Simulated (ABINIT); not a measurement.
# CdSe (F-43m): G0W0 in ABINIT against the screening cutoff in the self-energy

How does the gap of CdSe (F-43m) converge in the screening cutoff in the self-energy?

Main program and level: ABINIT 10.8.3; PBE and many-body steps on it, plane waves.

Report form: the programs' logs are mostly left out.

## 1. Set-up

It takes space group F-43m (No. 216, cubic). The conventional cell has a = 6.141 Å, b = 6.141 Å, c = 6.141 Å, α = 90.00°, β = 90.00°, γ = 90.00°. Nearest to Cd lie 4 Se at 2.66 Å. Nearest to Se lie 4 Cd at 2.66 Å. Farther neighbours and most contacts between anions are not listed.

As a file:

```cif
data_structure
_symmetry_space_group_name_H-M 'P 1'
_symmetry_Int_Tables_number 1
_cell_length_a 4.3420
_cell_length_b 4.3420
_cell_length_c 4.3420
_cell_angle_alpha 60.000
_cell_angle_beta 60.000
_cell_angle_gamma 60.000
_cell_volume 57.88
loop_
_atom_site_label
_atom_site_type_symbol
_atom_site_fract_x
_atom_site_fract_y
_atom_site_fract_z
_atom_site_occupancy
Cd1 Cd 0.00000 0.00000 0.00000 1
Se2 Se 0.75000 0.75000 0.75000 1
```

The cell and positions are those that the Materials Project relaxed with its own functionals (PBE, PBE+U or r2SCAN), kept fixed.

## 2. Screening, 4×4×4 mesh, 284 bands, screening to 217.7 eV

This step: ABINIT 10.8.3; RPA screening on PBE, plane waves, norm-conserving pseudopotentials.

The RPA dielectric matrix is built and inverted for each q.

run.abi reads:

```
acell 3*1.0 Angstrom
rprim 
  -0.000000000000 3.070271198600 3.070271198600
  3.070271198600 -0.000000000000 3.070271198600
  3.070271198600 3.070271198600 -0.000000000000
ntypat 2
znucl 48 34
natom 2
typat 1 2
xred 
  0.000000000000 0.000000000000 0.000000000000
  0.750000000000 0.750000000000 0.750000000000
pp_dirpath "pseudos"
pseudos "Cd.upf, Se.upf"
ecut 47
ngkpt 4 4 4
nshiftk 1
shiftk 0 0 0
kptopt 1
chksymbreak 0
istwfk *1
occopt 1
irdwfk 1
optdriver 3
nband 284
ecuteps 8
inclvkb 2
awtr 1
symchi 1
indata_prefix "in"
outdata_prefix "out"
tmpdata_prefix "tmp"
```

The run is started by

```sh
$ OMP_NUM_THREADS=1 mpirun -n 8 abinit run.abi > log
```

It took 4.6 min on 8 MPI ranks of Arm Neoverse N1, shared host; peak memory 3.6 GiB.

Numbers from this step:

| Quantity | Value |
| --- | --- |
| ε∞ with local fields, on this mesh, along the program's q direction | 55.65 |
| the same without local fields | 57.61 |
| plasma frequency | 29.28 eV |
| plane waves in the screening matrix | 411 |

Local fields lower ε∞ by 3 %.

## 3. 0.8 Ha

This step: G0W0 on PBE, plane waves, norm-conserving pseudopotentials.

Changes to run.abi since step 2:

```diff
@@ -23,8 +23,15 @@
 irdwfk 1
-optdriver 3
+optdriver 4
 nband 284
-ecuteps 8
-inclvkb 2
-awtr 1
-symchi 1
+gwcalctyp 0
+ecutsigx 47
+symsigma 1
+nkptgw 1
+kptgw 
+  0.0000000000 0.0000000000 0.0000000000
+bdgw 
+  16 22
+ecuteps 0.8
+irdscr 1
+ppmodel 1
 indata_prefix "in"
```

Elapsed: 6.2 s, on 8 MPI ranks; peak memory 1.9 GiB.

This step gave:

| Property | Result |
| --- | --- |
| G0W0 gap on the points computed | 1.665 eV |
| starting gap on the mesh | 0.5475 eV |
| k of the valence top | 0, 0, 0 |
| k of the conduction bottom | 0, 0, 0 |
| Z at the valence top | 0.812 |
| Z at the conduction bottom | 0.824 |
| least direct G0W0 gap on the computed points | 1.665 eV |

## 4. 1.6 Ha

Changes to run.abi since step 3:

```diff
@@ -33,3 +33,3 @@
   16 22
-ecuteps 0.8
+ecuteps 1.6
 irdscr 1
```

The job ended after 6.3 s (8 MPI ranks; peak memory 1.8 GiB).

Numbers from this step:

```
G0W0 gap on the points computed              : 1.603 eV
starting gap on the mesh                     : 0.5475 eV
k of the valence top                         : 0, 0, 0
k of the conduction bottom                   : 0, 0, 0
Z at the valence top                         : 0.805
Z at the conduction bottom                   : 0.82
least direct G0W0 gap on the computed points : 1.603 eV
```

## 5. 2.8 Ha

The self-energy is evaluated for the states that the input lists, and the levels follow from it, in one-shot runs by the linearised quasiparticle equation.

Changes to run.abi since step 4:

```diff
@@ -33,3 +33,3 @@
   16 22
-ecuteps 1.6
+ecuteps 2.8
 irdscr 1
```

The job ended after 7.3 s (8 MPI ranks; peak memory 1.7 GiB; 58 s of CPU time).

This step gave:

| Quantity | Value |
| --- | --- |
| G0W0 gap on the points computed | 1.633 eV |
| starting gap on the mesh | 0.5475 eV |
| k of the valence top | 0, 0, 0 |
| k of the conduction bottom | 0, 0, 0 |
| least direct G0W0 gap on the computed points | 1.633 eV |

The gap on the mesh goes from 0.55 eV to 1.63 eV, a correction of +1.09 eV.

## 6. 4 Ha

Changes to run.abi since step 5:

```diff
@@ -33,3 +33,3 @@
   16 22
-ecuteps 2.8
+ecuteps 4
 irdscr 1
```

Run time: 12 s. Hardware: 8 MPI ranks; peak memory 2.2 GiB.

Numbers from this step:

- G0W0 gap on the points computed: 1.67 eV
- starting gap on the mesh: 0.5475 eV
- k of the valence top: 0, 0, 0
- k of the conduction bottom: 0, 0, 0
- least direct G0W0 gap on the computed points: 1.67 eV

Against the run before, the gap moves by +0.037 eV.

## 7. 6 Ha

Changes to run.abi since step 6:

```diff
@@ -33,3 +33,3 @@
   16 22
-ecuteps 4
+ecuteps 6
 irdscr 1
```

Run time: 20 s. Hardware: 8 MPI ranks; peak memory 2.8 GiB; 2.6 min of CPU time.

This step gave:

```yaml
g0w0_gap_on_the_points_computed: 1.689 eV
starting_gap_on_the_mesh: 0.5475 eV
k_of_the_valence_top: 0, 0, 0
k_of_the_conduction_bottom: 0, 0, 0
least_direct_g0w0_gap_on_the_computed_points: 1.689 eV
```

Against the run before, the gap moves by +0.019 eV.

## 8. 8 Ha

Changes to run.abi since step 7:

```diff
@@ -33,3 +33,3 @@
   16 22
-ecuteps 6
+ecuteps 8
 irdscr 1
```

Run time: 34 s. Hardware: 8 MPI ranks; peak memory 3.3 GiB; 4.5 min of CPU time.

This step gave:

```
G0W0 gap on the points computed              : 1.699 eV
starting gap on the mesh                     : 0.5475 eV
k of the valence top                         : 0, 0, 0
k of the conduction bottom                   : 0, 0, 0
least direct G0W0 gap on the computed points : 1.699 eV
```

Against the run before, the gap moves by +0.010 eV.

## 9. The runs together

Times are wall times on 8 MPI ranks of Arm Neoverse N1, shared host, good to a factor of about two. A run's time includes the screening step that it read.

| run | mesh | bands | screening cutoff (eV) | DFT gap (eV) | gap on the mesh (eV) | direct (eV) | ε∞ used | time |
| --- | --- | --- | --- | --- | --- | --- | --- | --- |
| 0.8 Ha | 4×4×4 | 284 | 21.8 | 0.547 | 1.665 | 1.665 | 55.65 | 4.7 min |
| 1.6 Ha | 4×4×4 | 284 | 43.5 | 0.547 | 1.603 | 1.603 | 55.65 | 4.7 min |
| 2.8 Ha | 4×4×4 | 284 | 76.2 | 0.547 | 1.633 | 1.633 | 55.65 | 4.7 min |
| 4 Ha | 4×4×4 | 284 | 108.8 | 0.547 | 1.670 | 1.670 | 55.65 | 4.8 min |
| 6 Ha | 4×4×4 | 284 | 163.3 | 0.547 | 1.689 | 1.689 | 55.65 | 4.9 min |
| 8 Ha | 4×4×4 | 284 | 217.7 | 0.547 | 1.699 | 1.699 | 55.65 | 5.2 min |

## 10. What came out

```yaml
0p8_ha: 1.665 eV
1p6_ha: 1.603 eV
2p8_ha: 1.633 eV
4_ha: 1.670 eV
6_ha: 1.689 eV
8_ha: 1.699 eV
known_limits: not at the basis limit; exchange with frozen shells missing; mesh may overstate the screening; no spin-orbit coupling; coarse k mesh
```

**Reading.** The setting moved: screening cutoff in the self-energy. From 0.8 Ha to 8 Ha the gap moves by +0.03 eV, not steadily: it passes through 1.60 eV. It holds to 0.03 eV from 4 Ha on. Bands and screening cutoff are coupled, so a series along one setting does not show full convergence. Bands and cutoff are finite, so the gap is not at the basis limit. The miss can reach some tenths of an eV and take either sign; the mesh is an error of its own. In the first G0W0 run levels were corrected at 1 k point alone, so a gap called «on the mesh» is the least over those, and an edge elsewhere would be missed. The 4×4×4 mesh is coarse for this cell, which bears on the long-range parts of exchange and screening. The norm-conserving file of at least one element keeps a d shell over frozen s and p shells of the same row. Exchange with those shells is missing from the self-energy, an error of 0.3 to 0.9 eV in cases checked, whose sign depends on which edge lies on those atoms. For the PBE start: The RPA ε∞ on this mesh reaches over 25; with a narrow direct gap a coarse mesh can overstate it, and the correction is then too small. The many-body steps are scalar-relativistic: spin-orbit coupling is not in them.

[Paths, hosts, dates, memory and timing lines, banners, echoed tables and standing remarks are left out of the program output.]

[Logs are printed without paths, hosts, clocks, repeated set-up lines and the standing remarks that a program may print on its own settings, such as how far it seeks lower states.]

[Runs of the session that timed out or met a known fault of the program may be left out.]

[No measured gap is set beside runs whose start may be inverted or whose files or cutoffs have a known fault.]

[Hosts, paths, dates, database ids (printed as entryN), source tags and the programs' standing remarks are cut or masked in the printed files.]

[G0W0 gaps are taken among the corrected bands and points alone; a level outside them can change the order at an edge.]

[Where Ansatz stands beside ABINIT at settings called matched, ABINIT's density can come from a denser mesh and the files from another edition; pairs whose starting gaps differed by over 0.03 eV were left out, so agreement reads better than it is.]
